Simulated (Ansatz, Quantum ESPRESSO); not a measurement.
**RbTaTe3 (Pm-3m): zone-centre phonons**

Which modes does RbTaTe3 (Pm-3m) have at the zone centre?

Main program and level: Quantum ESPRESSO 8.0 development, patched; DFT LDA, scalar-relativistic, plane waves, PseudoDojo norm-conserving pseudopotentials.

Most raw output is cut from this account.

The structure was built from a prototype and need not be the compound's stable phase.

### 1. The starting structure

It takes space group Pm-3m (No. 221, cubic). Conventional cell: a = 5.529 Å, b = 5.529 Å, c = 5.529 Å, α = 90.00°, β = 90.00°, γ = 90.00°. Nearest to Rb lie 12 Te at 3.91 Å. Nearest to Ta lie 6 Te at 2.76 Å. Te has 2 Ta at 2.76 Å and 4 Rb at 3.91 Å nearest. Farther neighbours and most contacts between anions are not listed.

Coordinates:

```cif
data_structure
_symmetry_space_group_name_H-M 'P 1'
_symmetry_Int_Tables_number 1
_cell_length_a 5.5290
_cell_length_b 5.5290
_cell_length_c 5.5290
_cell_angle_alpha 90.000
_cell_angle_beta 90.000
_cell_angle_gamma 90.000
_cell_volume 169.02
loop_
_atom_site_label
_atom_site_type_symbol
_atom_site_fract_x
_atom_site_fract_y
_atom_site_fract_z
_atom_site_occupancy
Rb1 Rb 0.00000 0.00000 0.00000 1
Ta2 Ta 0.50000 0.50000 0.50000 1
Te3 Te 0.50000 0.50000 0.00000 1
Te4 Te 0.50000 0.00000 0.50000 1
Te5 Te 0.00000 0.50000 0.50000 1
```

### 2. A probe with smearing

Before anything dear is run, a loose run with smearing shows whether this is a metal and how far the cell is from rest.

Input file probe.in:

```
&CONTROL
  calculation = 'scf'
  prefix      = 'x'
  outdir      = './tmp'
  pseudo_dir  = './pseudo'
  tprnfor     = .true.
  tstress     = .true.
  verbosity   = 'high'
/
&SYSTEM
  ibrav       = 1
  celldm(1)   = 10.44829574
  nat         = 5
  ntyp        = 3
  ecutwfc     = 82.0
  occupations = 'smearing'
  smearing    = 'gaussian'
  degauss     = 0.01
/
&ELECTRONS
  conv_thr         = 1.0d-07
  mixing_beta      = 0.7
  electron_maxstep = 100
/
ATOMIC_SPECIES
 Rb     85.4678  Rb.upf
 Ta    180.9479  Ta.upf
 Te    127.6000  Te.upf
ATOMIC_POSITIONS crystal
 Rb     0.000000000   0.000000000   0.000000000
 Ta     0.500000000   0.500000000   0.500000000
 Te     0.500000000   0.500000000   0.000000000
 Te     0.500000000   0.000000000   0.500000000
 Te     0.000000000   0.500000000   0.500000000
K_POINTS automatic
 4 4 4 0 0 0
```

Run with:

```sh
OMP_NUM_THREADS=1 mpirun -n 4 pw.x -nk 4 -in probe.in > probe.out
```

Run time: 29 s. Hardware: 4 MPI ranks of Arm Neoverse V1, shared host; 2 min of CPU time.

Read from the output:

| Quantity | Value |
| --- | --- |
| volume per atom | 33.80 Å³ |
| pressure | -3.557 GPa |
| gap on the k-mesh | 0 eV |

No gap opens on this mesh, so smearing is kept; the start stands at -3.6 GPa.

### 3. Relaxation

The relaxation runs at a cutoff a fifth above that of the response, since stress converges more slowly with the basis than frequencies do. Forces and stress are brought to rest with tight thresholds.

Input file relax.in:

```
&CONTROL
  calculation   = 'vc-relax'
  prefix        = 'x'
  outdir        = './tmp'
  pseudo_dir    = './pseudo'
  tprnfor       = .true.
  tstress       = .true.
  forc_conv_thr = 2.0d-05
  etot_conv_thr = 1.0d-07
  nstep         = 40
/
&SYSTEM
  ibrav       = 1
  celldm(1)   = 10.44829574
  nat         = 5
  ntyp        = 3
  ecutwfc     = 98
  occupations = 'smearing'
  smearing    = 'mv'
  degauss     = 0.02
/
&ELECTRONS
  conv_thr         = 1.0d-11
  mixing_beta      = 0.7
  electron_maxstep = 100
/
&IONS
/
&CELL
  press_conv_thr = 0.2
/
ATOMIC_SPECIES
 Rb     85.4678  Rb.upf
 Ta    180.9479  Ta.upf
 Te    127.6000  Te.upf
ATOMIC_POSITIONS crystal
 Rb     0.000000000   0.000000000   0.000000000
 Ta     0.500000000   0.500000000   0.500000000
 Te     0.500000000   0.500000000   0.000000000
 Te     0.500000000   0.000000000   0.500000000
 Te     0.000000000   0.500000000   0.500000000
K_POINTS automatic
 6 6 6 0 0 0
```

Run with:

```sh
OMP_NUM_THREADS=1 mpirun -n 4 pw.x -nk 4 -in relax.in > relax.out
```

It took 9.8 min on 4 MPI ranks.

The steps of the relaxation:

```
step  energy less that of the first step (eV)  largest force (eV/Å)  pressure (GPa)  volume (Å³)
   1                                   0.0000                0.0000           -3.29       169.02
   2                                  -0.0513                0.0000           -2.53       166.20
   3                                  -0.1012                0.0000           -1.27       162.04
   4                                  -0.1160                0.0000            0.12       158.04
   5                                  -0.1161                0.0000           -0.01       158.38
   6                                  -0.1161                0.0000            0.00       158.37
   7                                  -0.1151                0.0000            0.01       158.37
```

```csv
"conventional cell, symmetrised",before,after,change
a (Å),5.529,5.410,-2.1 %
b (Å),5.529,5.410,-2.1 %
c (Å),5.529,5.410,-2.1 %
volume (Å³/atom),33.80,31.67,-6.3 %
```

The relaxed structure:

```
Rb Ta Te
1.0
     5.41031    0.00000    0.00000
     0.00000    5.41031    0.00000
     0.00000    0.00000    5.41031
Rb Ta Te
1 1 3
Direct
  0.00000 0.00000 0.00000
  0.50000 0.50000 0.50000
  0.50000 0.50000 0.00000
  0.50000 0.00000 0.50000
  0.00000 0.50000 0.50000
```

The last row of the table of steps is pw.x's closing run on a basis chosen anew for the final cell, so its energy can jump.

This step gave:

```yaml
volume_per_atom: 31.67 Å³
pressure: 0.005 GPa
```

The volume changes by -6.3 % from the cell with which this run began.

### 4. Ground state

The response is built on this ground state, so it is converged far tighter than an energy would need. Smearing stays on, as the first look found no gap above 0.3 eV.

Input file scf.in:

```
&CONTROL
  calculation = 'scf'
  prefix      = 'x'
  outdir      = './tmp'
  pseudo_dir  = './pseudo'
  tprnfor     = .true.
  tstress     = .true.
/
&SYSTEM
  ibrav       = 1
  celldm(1)   = 10.22400774
  nat         = 5
  ntyp        = 3
  ecutwfc     = 82.0
  occupations = 'smearing'
  smearing    = 'mv'
  degauss     = 0.02
/
&ELECTRONS
  conv_thr         = 1.0d-12
  mixing_beta      = 0.7
  electron_maxstep = 100
/
ATOMIC_SPECIES
 Rb     85.4678  Rb.upf
 Ta    180.9479  Ta.upf
 Te    127.6000  Te.upf
ATOMIC_POSITIONS crystal
 Rb     0.000000000   0.000000000   0.000000000
 Ta     0.500000000   0.500000000   0.500000000
 Te     0.500000000   0.500000000   0.000000000
 Te     0.500000000   0.000000000   0.500000000
 Te     0.000000000   0.500000000   0.500000000
K_POINTS automatic
 6 6 6 0 0 0
```

Run with:

```sh
OMP_NUM_THREADS=1 mpirun -n 4 pw.x -nk 4 -in scf.in > scf.out
```

It took 62 s on 4 MPI ranks; 4.1 min of CPU time.

Numbers from this step:

```yaml
pressure: 0.003000 GPa
```

The cell stands at 0.0030 GPa, close enough for phonons.

### 5. Zone-centre response

At q = 0 one unit cell holds all displacements; symmetry groups them into irreducible representations that are solved one by one. With smeared occupations no response to a homogeneous field can be asked.

Input file ph.in:

```
phonons
&INPUTPH
  prefix       = 'x'
  outdir       = './tmp'
  fildyn       = 'g.dyn'
  tr2_ph       = 1.0d-18
  alpha_mix(1) = 0.4
  nmix_ph      = 8
/
0.000000000000 0.000000000000 0.000000000000
```

Run with:

```sh
OMP_NUM_THREADS=1 mpirun -n 4 ph.x -nk 4 -in ph.in > ph.out
```

It took 52 min on 4 MPI ranks; 3.4 h of CPU time.

Numbers from this step:

```yaml
largest_acoustic_frequency_at_the_zone_centre_before_the_sum_rule: 1.02 cm⁻¹
highest_optical_zone_centre_mode_no_lo_to_term: 182.9 cm⁻¹
lowest_optical_zone_centre_mode: 20.58 cm⁻¹
```

The acoustic modes at Γ come out as far as 1.0 cm⁻¹ from zero, where they should vanish, a small numerical error.

### 6. Zone-centre analysis

A rigid shift of the crystal must cost nothing, but grids and finite bases break this; the acoustic sum rule is imposed before the matrix is diagonalised again.

Input file dynmat.in:

```
&INPUT
  fildyn = 'g.dyn'
  asr    = 'simple'
  fileig = 'dynmat.eig'
/
```

Run with:

```sh
dynmat.x -in dynmat.in > dynmat.out
```

The job ended after 0.47 s (1 thread).

Numbers from this step:

* lowest optical zone-centre mode: 20.56 cm⁻¹

Unit eigenvectors of the mass-weighted matrix after the sum rule; no LO-TO term. The modes at Γ (shares of kinetic energy by element, %):

```
mode  frequency (cm⁻¹)  symmetry  Rb %  Ta %  Te %
   1               0.0  acoustic    13    28    59
   2               0.0  acoustic    13    28    59
   3               0.0  acoustic    13    28    59
   4              20.6       T1u    18    51    32
   5              20.6       T1u    18    51    32
   6              20.6       T1u    18    51    32
   7              40.1       T2u     0     0   100
   8              40.1       T2u     0     0   100
   9              40.1       T2u     0     0   100
  10              61.1       T1u    69     2    29
  11              61.1       T1u    69     2    29
  12              61.1       T1u    69     2    29
  13             182.9       T1u     0    19    81
  14             182.9       T1u     0    19    81
  15             182.9       T1u     0    19    81
```

Displacements in mode 6 (20.6 cm⁻¹), the largest set to 1:
```
Rb1 -0.01  0.02 -0.85
Ta2  0.01 -0.02  1.00
Te3 -0.01  0.01  0.37
Te4 -0.01 -0.01 -0.61
Te5  0.00  0.01 -0.61
```

Displacements in mode 14 (182.9 cm⁻¹), the largest set to 1:
```
Rb1 -0.01  0.01  0.00
Ta2  0.24 -0.43  0.00
Te3  0.11 -0.20  0.00
Te4  0.11  1.00  0.00
Te5 -0.57 -0.20  0.00
```

The rule moves no optical mode by more than 0.1 cm⁻¹.

### 7. Sum rules set otherwise: a sum rule for molecules or wires on a crystal

This rule also removes rotations, which suits molecules and not a crystal; it is tried to see the harm.

Input file dynmat.in:

```
&INPUT
  fildyn = 'g.dyn'
  asr    = 'zero-dim'
  fileig = 'dynmat.eig'
/
```

Run with:

```sh
dynmat.x -in dynmat.in > dynmat.out
```

Wall time 0.45 s (1 thread).

The program raised no error, yet the settings are not those of a careful run.

The fault: a sum rule for molecules or wires on a crystal; 3 optical modes are projected out to zero frequency, as if they were rotations.

For a crystal the rule has to be 'simple' or 'crystal'.

Zone-centre frequencies as printed; negative means imaginary. Modes:

| mode | frequency (cm⁻¹) |
| --- | --- |
| 1 | 0 |
| 2 | 0 |
| 3 | 0 |
| 4 | 0 |
| 5 | 0 |
| 6 | 0 |
| 7 | 20.58 |
| 8 | 35.6 |
| 9 | 35.6 |
| 10 | 54.98 |
| 11 | 54.98 |
| 12 | 61.1 |
| 13 | 178.6 |
| 14 | 178.6 |
| 15 | 182.9 |

### 8. Cross-check with Ansatz

The same cell goes through another code at the same cutoff. The files are of one family, but Ansatz's library holds files of its own making for some heavy elements, so those for Te may differ. Its k mesh is centred on Γ.

This step: DFT LDA, scalar-relativistic, plane waves, norm-conserving pseudopotentials of its library (PseudoDojo's, some remade) (Ansatz 0.2.0).

Input file input.yaml:

```yaml
crystal:
  lattice:
    - [5.4103119024, 0.0, 0.0]
    - [0.0, 5.4103119024, 0.0]
    - [0.0, 0.0, 5.4103119024]
  atoms:
    - { symbol: Rb, position: [0.0, 0.0, 0.0] }
    - { symbol: Ta, position: [0.5, 0.5, 0.5] }
    - { symbol: Te, position: [0.5, 0.5, 0.0] }
    - { symbol: Te, position: [0.5, 0.0, 0.5] }
    - { symbol: Te, position: [0.0, 0.5, 0.5] }
kpoints:
  mp_grid: { grid: [6, 6, 6] }
hamiltonian:
  xc: lda
  pseudopotentials: { kind: nc, accuracy: standard }
scf:
  occupations: { method: cold, width: 0.27211 }
output:
  eigenvalues: true
basis:
  ecutwfc: 1115.667
phonons:
  method: dfpt
```

Run with:

```sh
ansatz run input.yaml --threads 4 --pin off --max-ram 16384MiB --backend cpu --events-out ev --progress --plain --runs-dir out
```

The job ended after 3.9 min (4 threads; peak memory 5.6 GiB).

Numbers from this step:

* sum-rule residual before enforcement: 9.39e-5 eV/Å²
* highest optical zone-centre mode (no LO-TO term): 181.5 cm⁻¹
* lowest optical zone-centre mode: 20.83 cm⁻¹

### 9. Side by side: QE PseudoDojo and Ansatz, library NC

Numbers from this step:

```yaml
root_mean_square_difference: 0.73 cm⁻¹
largest_difference: 1.39 cm⁻¹
```

The 12 of 12 modes that differ most. Frequencies side by side:

| q (reciprocal lattice) | mode | QE PseudoDojo (cm⁻¹) | Ansatz, library NC (cm⁻¹) |
| --- | --- | --- | --- |
| 0 0 0 | 4 | 20.56 | 20.83 |
| 0 0 0 | 5 | 20.56 | 20.83 |
| 0 0 0 | 6 | 20.56 | 20.83 |
| 0 0 0 | 7 | 40.12 | 40.48 |
| 0 0 0 | 8 | 40.12 | 40.48 |
| 0 0 0 | 9 | 40.12 | 40.48 |
| 0 0 0 | 10 | 61.09 | 61.09 |
| 0 0 0 | 11 | 61.09 | 61.09 |
| 0 0 0 | 12 | 61.09 | 61.09 |
| 0 0 0 | 13 | 182.9 | 181.5 |
| 0 0 0 | 14 | 182.9 | 181.5 |
| 0 0 0 | 15 | 182.9 | 181.5 |

At the zone centre the largest difference (acoustic modes at Γ apart) is 0.8 % of the highest mode.

### 10. Outcome

```json
{
  "space group after relaxation": "Pm-3m",
  "volume per atom": "31.7 Å³",
  "highest optical zone-centre mode (no LO-TO term)": "182.9 cm⁻¹",
  "lowest optical zone-centre mode": "20.6 cm⁻¹",
  "imaginary optical modes at the zone centre (no q mesh in this session)": "none",
  "largest difference from Ansatz, library NC": "1.39 cm⁻¹"
}
```

At the LDA level the optical modes of RbTaTe3 (Pm-3m) at the zone centre run from 21 to 183 cm⁻¹. Of the 12 optical modes, 9 are infrared active alone and 3 are silent. QE PseudoDojo and Ansatz, library NC differ by 0.7 cm⁻¹ in the root mean square and by 1.4 cm⁻¹ at most, 0.8 % of the highest mode compared (acoustic modes at Γ left out); the two use different potentials, and the cell was not relaxed for the second set. These are harmonic frequencies at zero temperature: anharmonic shifts and linewidths and thermal expansion are left out. Spin-orbit coupling is left out, which can matter for the heavy elements here. In a metal the frequencies hang on the k mesh and the smearing, most of all near Kohn anomalies. The total energies of the two programs lie far apart, so at least one potential file in Ansatz's library differs from the published one read by the first program. The build is a development version in which the Raman tensors of release 7.5 are mended; dynmat.x leaves out the electro-optic term of LO lines. The structure is a hypothetical one, built on a prototype.

[Host names and launcher messages were left out of these logs when they were recorded.]

[Logs are printed without paths, hosts, clocks, repeated set-up lines and the standing remarks that a program may print on its own settings, such as how far it seeks lower states.]

[Hosts, paths, dates, database ids (printed as entryN), source tags and the programs' standing remarks are cut or masked in the printed files.]
